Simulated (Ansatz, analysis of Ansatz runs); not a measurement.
## Interstitial H in hcp Zr, hop from a tetrahedral to the next octahedral site: migration barrier against experiment

Aim: the migration barrier of interstitial H in hcp Zr, hop from a tetrahedral to the next octahedral site, to be set beside the measurement. Set-up: PBE, 36-site cell, PBE lattice, 350 eV, k: 3x3x3 Gamma-centred. The model is a cell of 36 host atoms with 1 H put in. The barrier is the energy of the highest image of a climbing band over the relaxed site that the atom leaves. This set-up takes another basis size than the usual one.

Measured beforehand: Migration barrier: 0.427 eV, by diffusion measurements (T > 250 K); average of cited values (quoted in “Explainable Machine Learning for Hydrogen Diffusion in Metals and Random Binary Alloys”, 2023, G. M. Lu et al., quoting earlier work (1960)). The runs below try to reproduce this.

Method: plane-wave PAW DFT, PBE; relaxation of all atoms of a defect supercell, in Ansatz 0.2.0.

## (1) The starting structure

The cell holds 37 atoms: 36 Zr and 1 H. Cell: a = 9.703 Å, b = 9.703 Å, c = 10.336 Å, α = 90.0°, β = 90.0°, γ = 120.0°. It derives from Zr (space group P6_3/mmc). Nearest the centre at fractional (0.444, 0.556, 0.438): H37 at 0.00 Å, Zr19 at 1.94 Å, Zr22 at 1.98 Å, Zr6 at 1.98 Å, Zr18 at 1.98 Å, Zr17 at 3.23 Å, Zr23 at 3.77 Å, Zr7 at 3.77 Å.

The host's primitive cell comes from a first run (plane-wave PAW DFT, PBE; relaxation of the host's cell and atoms): vectors of 3.234, 3.234 and 5.168 Å. That is 23.41 Å³ an atom, 0.6 % over the diffraction cell's volume. The supercell is built on it.

## (2) Relaxation, charge 0

A barrier counts from a true minimum, so both ends of the jump are relaxed first.

start/input.yaml reads:

```yaml
relax:
  f_tol: 0.02
  max_steps: 80
  escape_saddle: false
crystal:
  lattice:
    - [9.70328025, 0.0, 0.0]
    - [-4.85164013, 8.4032872, 0.0]
    - [0.0, 0.0, 10.3362544]
  atoms:
    - { symbol: Zr, position: [0.111111111, 0.222222222, 0.125] }
    - { symbol: Zr, position: [0.222222222, 0.111111111, 0.375] }
    - { symbol: Zr, position: [0.111111111, 0.222222222, 0.625] }
    - { symbol: Zr, position: [0.222222222, 0.111111111, 0.875] }
    - { symbol: Zr, position: [0.111111111, 0.555555556, 0.125] }
    - { symbol: Zr, position: [0.222222222, 0.444444444, 0.375] }
    - { symbol: Zr, position: [0.111111111, 0.555555556, 0.625] }
    - { symbol: Zr, position: [0.222222222, 0.444444444, 0.875] }
    - { symbol: Zr, position: [0.111111111, 0.888888889, 0.125] }
    - { symbol: Zr, position: [0.222222222, 0.777777778, 0.375] }
    - { symbol: Zr, position: [0.111111111, 0.888888889, 0.625] }
    - { symbol: Zr, position: [0.222222222, 0.777777778, 0.875] }
    - { symbol: Zr, position: [0.444444444, 0.222222222, 0.125] }
    - { symbol: Zr, position: [0.555555556, 0.111111111, 0.375] }
    - { symbol: Zr, position: [0.444444444, 0.222222222, 0.625] }
    - { symbol: Zr, position: [0.555555556, 0.111111111, 0.875] }
    - { symbol: Zr, position: [0.444444444, 0.555555556, 0.125] }
    - { symbol: Zr, position: [0.555555556, 0.444444444, 0.375] }
    - { symbol: Zr, position: [0.444444444, 0.555555556, 0.625] }
    - { symbol: Zr, position: [0.555555556, 0.444444444, 0.875] }
    - { symbol: Zr, position: [0.444444444, 0.888888889, 0.125] }
    - { symbol: Zr, position: [0.555555556, 0.777777778, 0.375] }
    - { symbol: Zr, position: [0.444444444, 0.888888889, 0.625] }
    - { symbol: Zr, position: [0.555555556, 0.777777778, 0.875] }
    - { symbol: Zr, position: [0.777777778, 0.222222222, 0.125] }
    - { symbol: Zr, position: [0.888888889, 0.111111111, 0.375] }
    - { symbol: Zr, position: [0.777777778, 0.222222222, 0.625] }
    - { symbol: Zr, position: [0.888888889, 0.111111111, 0.875] }
    - { symbol: Zr, position: [0.777777778, 0.555555556, 0.125] }
    - { symbol: Zr, position: [0.888888889, 0.444444444, 0.375] }
    - { symbol: Zr, position: [0.777777778, 0.555555556, 0.625] }
    - { symbol: Zr, position: [0.888888889, 0.444444444, 0.875] }
    - { symbol: Zr, position: [0.777777778, 0.888888889, 0.125] }
    - { symbol: Zr, position: [0.888888889, 0.777777778, 0.375] }
    - { symbol: Zr, position: [0.777777778, 0.888888889, 0.625] }
    - { symbol: Zr, position: [0.888888889, 0.777777778, 0.875] }
    - { symbol: H, position: [0.444444001, 0.555555999, 0.4375] }
basis:
  ecutwfc: 350
  xc_grid: 2
hamiltonian:
  xc: pbe
kpoints:
  mp_grid: { grid: [3, 3, 3] }
scf:
  occupations: { method: methfessel_paxton, width: 0.1 }
  max_iter: 120
output:
  forces: true
checkpoint:
  write: "../start.run"
  compress: false
  write_wavefunctions: true
  write_every: 100000
```

Launch:

```sh
$ ansatz run input.yaml --threads 4 --pin off --max-ram 7536MiB --backend cpu --events-out ev --progress --plain --runs-dir out
```

Numbers of over 12 decimals in the logs are rounded to 6 here.

What it wrote:

```text
[... repeated set-up lines and file paths are left out, and long positions are rounded to six places ...]
Warning: the atoms were moved onto the symmetric positions of the space group found under crystal.symmetry.tolerance 1.0e-5 (fractional; [...]
Warning: basis.ecutwfc = 350 eV is below the records' recommended 420 eV, and the density's cutoff is lower with it unless basis.ecutrho_ratio is high enough to keep the records' density cutoff: compare with a run at a higher cutoff
Engine: ansatz 0.2.0, x86_64-unknown-linux-gnu
Pseudopotentials: kind: paw
Pseudopotential: Zr, paw, valence charge 12, recommended cutoff 420 eV (normal), Zr.paw.azcp
Pseudopotential: H, paw, valence charge 1, recommended cutoff 420 eV (normal), H.paw.azcp
Functional definition: PBE
  parameter kappa = 0.804
  parameter beta = 0.066725
  exchange = pbe_x(kappa = kappa, mu = beta*pi^2/3)
  correlation = pbe_c(beta = beta)
Crystal: 37 atoms, lattice volume = 842.813 Å³
Basis set: ecut = 350 eV, 12553 PW (Γ), exchange–correlation on 120×120×128 points (8 copies of the dense FFT grid, shifted against one another)
Bands: 260, of which v1, the nominal top of the filled ones, is band 217 counted from 1 (216 counted from 0)
Symmetry: 6 space group operations
Space group: P3m1 (ITA 156), of the structure as read, at distance tolerance 9.4e-5 Å
k-points: 7 of 27 (time reversal used)
Non-local potential: Zr, projectors of the file, l = 0: 3, l = 1: 2, l = 2: 2, l = 3: 2
Non-local potential: H, projectors of the file, l = 0: 2, l = 1: 1
PAW form: soft (Blöchl's): semilocal exchange-correlation on the pseudo side does not see the compensation charge
PAW one-centre angular grid: Zr, 590 points (default); XC on 64 Gauss nodes
PAW one-centre angular grid: H, 110 points (default); XC on 64 Gauss nodes
Initial density: superposition of atomic densities (neutral atoms: chi_scale 0, normalization atom), corrected by the library's trained network
Initial wavefunctions: pseudopotential atomic-orbital guess
Functional: x = pbe(κ = 0.804, μ = 0.219515), c = pbe(β = 0.066725)
SCF iter   1: F=—  HF=-150634.380978 eV  |F-HF|=—  |Δ(HF+E_count)|=         —  Δρ=4.46e-3  dr2=7.85e-1  ethr=1.77e-3  ⟨swp⟩=7.1  Hψ=7296  notcnv=0
preconditioner: auto → Kerker (q_TF=auto, 2.442 Å⁻¹)  [metal: Δε(μ)=0.013 eV  Ē_g=2.542 eV  σ=0.100 eV  W_gap=0.11  n_scr=212 (ndim 8)  ℏωp=15.4 eV  f_vac=0.000  D(μ)=30.50/eV (n_scr^D=236)]
SCF iter   2: F=—  HF=-150634.352451 eV  |F-HF|=—  |Δ(HF+E_count)|=   2.85e-2  S|Δr|=    0.00e0  Δρ=2.23e-3  dr2=4.96e-2  ethr=1.81e-4  ⟨swp⟩=1.6  Hψ=2109  notcnv=0
SCF iter   3: F=—  HF=-150634.352808 eV  |F-HF|=—  |Δ(HF+E_count)|=   3.57e-4  S|Δr|=    0.00e0  Δρ=9.23e-4  dr2=9.18e-3  ethr=1.14e-5  ⟨swp⟩=2.1  Hψ=1889  notcnv=0
SCF iter   4: F=—  HF=-150634.353611 eV  |F-HF|=—  |Δ(HF+E_count)|=   8.04e-4  S|Δr|=    0.00e0  Δρ=1.47e-4  dr2=3.88e-4  ethr=2.12e-6  ⟨swp⟩=2.1  Hψ=2202  notcnv=0
SCF iter   5: F=—  HF=-150634.353586 eV  |F-HF|=—  |Δ(HF+E_count)|=   2.53e-5  S|Δr|=    0.00e0  Δρ=6.43e-5  dr2=9.85e-5  ethr=8.95e-8  ⟨swp⟩=2.6  Hψ=2361  notcnv=0
SCF iter   6: F=-150634.353577 eV  HF=-150634.353577 eV  |F-HF|=2.90e-7  |Δ(HF+E_count)|=   9.06e-6  S|Δr|=    0.00e0  Δρ=1.57e-5  dr2=1.96e-6  ethr=2.31e-9  ⟨swp⟩=2.9  Hψ=5801  notcnv=0
SCF 1 converged in 6 iterations: F = -150634.353577 eV  dr2 = 1.96e-6
  greatest PAW one-centre occupation: 0.997 electrons in one spin orbital (limit 2), on the Zr atom at site 24 (counted from 0), in its partial waves of l = 0
relax step   1: F+E_penalty+E_count = -150634.35357669 eV  Δ(F+E_penalty+E_count) = +0.000e0 eV  max|allowed force component| = 1.128e0 eV/Å  Δτ_max = 0.0000 Å  (6 SCF iters, dr2 threshold 1.00e-5 eV, accepted)
[... the SCF cycles and remarks between the steps are left out from here to the last step ...]
relax step   2: F+E_penalty+E_count = -150634.30973998 eV  Δ(F+E_penalty+E_count) = +4.384e-2 eV  max|allowed force component| = 1.190e0 eV/Å  Δτ_max = 0.1985 Å  (7 SCF iters, dr2 threshold 7.95e-5 eV, rejected (line search))
relax step   3: F+E_penalty+E_count = -150634.45638239 eV  Δ(F+E_penalty+E_count) = -1.028e-1 eV  max|allowed force component| = 5.245e-2 eV/Å  Δτ_max = 0.0867 Å  (9 SCF iters, accepted)
relax step   4: F+E_penalty+E_count = -150634.45750773 eV  Δ(F+E_penalty+E_count) = -1.125e-3 eV  max|allowed force component| = 3.335e-2 eV/Å  Δτ_max = 0.0064 Å  (6 SCF iters, accepted)
SCF iter   1: F=—  HF=-150634.456886 eV  |F-HF|=—  |Δ(HF+E_count)|=         —  Δρ=1.82e-4  dr2=6.37e-4  ethr=2.42e-6  ⟨swp⟩=4.0  Hψ=3510  notcnv=0  defer=86
SCF iter   2: F=—  HF=-150634.456813 eV  |F-HF|=—  |Δ(HF+E_count)|=   7.33e-5  S|Δr|=    0.00e0  Δρ=1.00e-4  dr2=1.26e-4  ethr=1.47e-7  ⟨swp⟩=1.7  Hψ=2173  notcnv=0  defer=86
SCF iter   3: F=—  HF=-150634.456799 eV  |F-HF|=—  |Δ(HF+E_count)|=   1.37e-5  S|Δr|=    0.00e0  Δρ=2.95e-5  dr2=1.76e-5  ethr=2.91e-8  ⟨swp⟩=2.0  Hψ=2235  notcnv=0  defer=86
SCF iter   4: F=—  HF=-150634.457828 eV  |F-HF|=—  |Δ(HF+E_count)|=   1.03e-3  S|Δr|=    0.00e0  Δρ=6.50e-6  dr2=5.15e-7  ethr=4.07e-9  ⟨swp⟩=2.3  Hψ=2281  notcnv=0  defer=86
SCF iter   5: F=—  HF=-150634.457828 eV  |F-HF|=—  |Δ(HF+E_count)|=   7.63e-9  S|Δr|=    0.00e0  Δρ=2.61e-6  dr2=1.05e-7  ethr=2.31e-11  ⟨swp⟩=5.3  Hψ=5635  notcnv=0
SCF iter   6: F=-150634.457828 eV  HF=-150634.457828 eV  |F-HF|=2.12e-9  |Δ(HF+E_count)|=   7.60e-9  S|Δr|=    0.00e0  Δρ=5.46e-7  dr2=4.05e-9  ethr=2.31e-11  ⟨swp⟩=4.0  Hψ=4022  notcnv=0
SCF 5 converged in 6 iterations: F = -150634.457828 eV  dr2 = 4.05e-9
relax step   5: F+E_penalty+E_count = -150634.45782807 eV  Δ(F+E_penalty+E_count) = -3.203e-4 eV  max|allowed force component| = 1.042e-2 eV/Å  Δτ_max = 0.0064 Å  (6 SCF iters, accepted)
NSCF: frozen V_eff on 7 k-points
the band table was solved once a step of the walk had ended and its energy, with any forces and stress, was formed, with the checks that follow a solve (6073 applications of the Hamiltonian). They found nothing against the state; [...]
SCF converged after 6 iterations
Stability not checked: this state was not tested for a lower state beside it, because cold or Methfessel-Paxton smearing, or corrected tetrahedra, fill the levels in a way that the test cannot read (fill_not_monotonic; see scf.lower_state_search)
Free energy (F): -150634.457828 eV
Harris-Foulkes:  -150634.457828 eV  (|F-HF|=2.12e-9)
Internal energy: -150634.476503 eV  (E = F + TS)
E sigma→0 (E₀):  -150634.462497 eV
Entropy (-TS):   0.018675 eV (0.505 meV/atom)
Fermi energy:    13.958357 eV
--- Per-component energies (eV) ---
  E_band       = -3516.608681
  E_kinetic    = 11987.211207
  E_local      = -22642.062184  (includes V_loc(G=0)·N_el)
  E_nonlocal   = 2898.685290
  E_hartree    = 7007.980343
  E_xc         = -5821.773975
  E_vxc        = -6875.645161  (∫ρ·V_xc dr)
  E_paw        = -106348.845831  (= ΣΔE_a)
  E_vpaw       = -2900.759373  (= ΣTr[D̂ρ^β])
  E_aug_tail   = 0.000833  (compensation charges beyond the density's cutoff)
  E_ewald      = -37715.672187
  E_smearing   = 0.018675  (= −TS)
  E_closure    = 0.000000  (closes the sum)
  Σ components = -150634.457828   (vs F -150634.457828, Δ=0.00e0)
--- Forces (eV/Å), atoms counted from 1 ---
  atom   1  Zr    -0.00040754     0.00087124     0.00000157
  atom   2  Zr     0.00000000    -0.00288662     0.00038679
  atom   3  Zr     0.00044535    -0.00125229    -0.00095149
  atom   4  Zr    -0.00000000     0.00299346     0.00084819
  atom   5  Zr     0.00055075    -0.00078856     0.00000157
  atom   6  Zr     0.00152175     0.00087858    -0.00109307
  atom   7  Zr    -0.00086184     0.00101183    -0.00095149
  atom   8  Zr    -0.00135594    -0.00078285    -0.00114408
  atom   9  Zr    -0.00000000    -0.00000000    -0.00104044
  atom  10  Zr    -0.00249989     0.00144331     0.00038679
  atom  11  Zr     0.00000000    -0.00000000     0.00018239
  atom  12  Zr     0.00259241    -0.00149673     0.00084819
  atom  13  Zr     0.00040754     0.00087124     0.00000157
  atom  14  Zr     0.00357831     0.00206594     0.00108155
  atom  15  Zr    -0.00044535    -0.00125229    -0.00095149
  atom  16  Zr    -0.00343677    -0.00198422     0.00084675
  atom  17  Zr    -0.00000000    -0.00000000     0.00302182
  atom  18  Zr    -0.00152175     0.00087858    -0.00109307
  atom  19  Zr     0.00000000    -0.00000000     0.01041770
  atom  20  Zr     0.00135594    -0.00078285    -0.00114408
  atom  21  Zr     0.00095829    -0.00008268     0.00000157
  atom  22  Zr     0.00000000    -0.00175717    -0.00109307
  atom  23  Zr    -0.00130719     0.00024046    -0.00095149
  atom  24  Zr    -0.00000000     0.00156570    -0.00114408
  atom  25  Zr    -0.00000000    -0.00000000    -0.00114557
  atom  26  Zr    -0.00357831     0.00206594     0.00108155
  atom  27  Zr    -0.00000000    -0.00000000     0.00069837
  atom  28  Zr     0.00343677    -0.00198422     0.00084675
  atom  29  Zr    -0.00055075    -0.00078856     0.00000157
  atom  30  Zr     0.00000000    -0.00413187     0.00108155
  atom  31  Zr     0.00086184     0.00101183    -0.00095149
  atom  32  Zr    -0.00000000     0.00396844     0.00084675
  atom  33  Zr    -0.00095829    -0.00008268     0.00000157
  atom  34  Zr     0.00249989     0.00144331     0.00038679
  atom  35  Zr     0.00130719     0.00024046    -0.00095149
  atom  36  Zr    -0.00259241    -0.00149673     0.00084819
  atom  37  H     -0.00000000     0.00000000    -0.00920247
  max |Σ_I F_I| component: 1.07e-5 eV/Å
--- Band table (eV; the first three rows and the last of 7) ---
  k-point 0: bands = ["-34.9104", "-34.8494", "-34.8412", "-34.8412", [... 252 left out ...] "14.9385", "14.9385", "14.9529", "15.0672"]
  k-point 1: bands = ["-34.9029", "-34.8710", "-34.8402", "-34.8402", [... 252 left out ...] "15.1103", "15.1386", "15.1386", "15.1493"]
  [... further k-points left out ...]
--- Relaxed structure (5 steps of the walk, 4 accepted, 0 SCFs on fresh bases) ---
  F+E_penalty+E_count = -150634.45782807 eV   max|allowed force component| = 1.042e-2 eV/Å
  atoms:
    - { symbol: Zr, position: [0.110545, 0.221175, 0.124711] }
    - { symbol: Zr, position: [0.221760, 0.110186, 0.374355] }
    - { symbol: Zr, position: [0.110267, 0.222600, 0.625782] }
    - { symbol: Zr, position: [0.222610, 0.111887, 0.873985] }
    - { symbol: Zr, position: [0.110545, 0.556037, 0.124711] }
    - { symbol: Zr, position: [0.217859, 0.442263, 0.371427] }
    - { symbol: Zr, position: [0.110267, 0.554334, 0.625782] }
    - { symbol: Zr, position: [0.219509, 0.443088, 0.875581] }
    - { symbol: Zr, position: [0.111111, 0.888889, 0.123772] }
    - { symbol: Zr, position: [0.221760, 0.778240, 0.374355] }
    - { symbol: Zr, position: [0.111111, 0.888889, 0.624245] }
    - { symbol: Zr, position: [0.222610, 0.777390, 0.873985] }
    - { symbol: Zr, position: [0.443963, 0.221175, 0.124711] }
    - { symbol: Zr, position: [0.555112, 0.110889, 0.375775] }
    - { symbol: Zr, position: [0.445666, 0.222600, 0.625782] }
    - { symbol: Zr, position: [0.555784, 0.111226, 0.876071] }
    - { symbol: Zr, position: [0.444444, 0.555556, 0.121280] }
    - { symbol: Zr, position: [0.557737, 0.442263, 0.371427] }
    - { symbol: Zr, position: [0.444444, 0.555556, 0.632616] }
    - { symbol: Zr, position: [0.556912, 0.443088, 0.875581] }
    - { symbol: Zr, position: [0.443963, 0.889455, 0.124711] }
    - { symbol: Zr, position: [0.557737, 0.782141, 0.371427] }
    - { symbol: Zr, position: [0.445666, 0.889733, 0.625782] }
    - { symbol: Zr, position: [0.556912, 0.780491, 0.875581] }
    - { symbol: Zr, position: [0.777778, 0.222222, 0.128655] }
    - { symbol: Zr, position: [0.889111, 0.110889, 0.375775] }
    - { symbol: Zr, position: [0.777778, 0.222222, 0.626523] }
    - { symbol: Zr, position: [0.888774, 0.111226, 0.876071] }
    - { symbol: Zr, position: [0.778825, 0.556037, 0.124711] }
    - { symbol: Zr, position: [0.889111, 0.444888, 0.375775] }
    - { symbol: Zr, position: [0.777400, 0.554334, 0.625782] }
    - { symbol: Zr, position: [0.888774, 0.444216, 0.876071] }
    - { symbol: Zr, position: [0.778825, 0.889455, 0.124711] }
    - { symbol: Zr, position: [0.889814, 0.778240, 0.374355] }
    - { symbol: Zr, position: [0.777400, 0.889733, 0.625782] }
    - { symbol: Zr, position: [0.888113, 0.777390, 0.873985] }
    - { symbol: H, position: [0.444444, 0.555556, 0.435866] }
```

It took 2 min on 4 threads of Intel Xeon Platinum 8488C (Sapphire Rapids), shared host; peak memory 4.1 GiB; 7.7 min of CPU time.

Relaxation path:

```csv
step,energy less that of the first step (eV),largest force component (eV/Å)
1,0.0000,1.1278
2,0.0438,1.1899
3,-0.1028,0.0524
4,-0.1039,0.0334
5,-0.1043,0.0104
```

Relaxation step 2 was tried and not accepted.

The run keeps the 6 symmetry operations that it works with, so distortions that break them were not tested.

The atoms that moved most (Å):

```csv
atom,dx,dy,dz,length
Zr19,0.000,0.000,0.079,0.079
Zr6,-0.032,-0.018,-0.037,0.052
Zr22,0.000,0.037,-0.037,0.052
Zr18,0.032,-0.018,-0.037,0.052
Zr17,0.000,0.000,-0.038,0.038
Zr25,0.000,0.000,0.038,0.038
Zr8,-0.020,-0.011,0.006,0.024
Zr24,0.000,0.023,0.006,0.024
```

Neighbours of H37 at the end:

```csv
atom,distance (Å)
Zr18,2.017
Zr22,2.017
Zr6,2.017
Zr19,2.034
Zr17,3.252
Zr15,3.785
Zr3,3.785
Zr31,3.785
Zr23,3.785
Zr7,3.785
Zr35,3.785
Zr2,3.796
Zr34,3.796
Zr10,3.796
```

Read from the output:

| Property | Result |
| --- | --- |
| free energy | -150634.4578 eV |
| smearing term TS | -0.01868 eV |

The other runs of this kind differ in structure, charge or spin alone:

```
                 run    outcome  energy less the first (eV)  moment (μB)   time
relaxation, charge 0  converged                      0.0000         0.00  2 min
relaxation, charge 0  converged                      0.0746         0.00   50 s
```

The relaxation ends 2.8 meV an atom lower, with a largest force component of 0.010 eV/Å.

(Continued in part 2 of 2.)

[Logs are printed without paths, hosts, clocks, repeated set-up lines and the standing remarks that a program may print on its own settings, such as how far it seeks lower states.]

[Hosts, paths, dates, database ids (printed as entryN), source tags and the programs' standing remarks are cut or masked in the printed files.]

[For some hosts the program warned that the k-mesh of the response run may be too coarse for force constants and the static dielectric constant; such warnings are not shown here.]
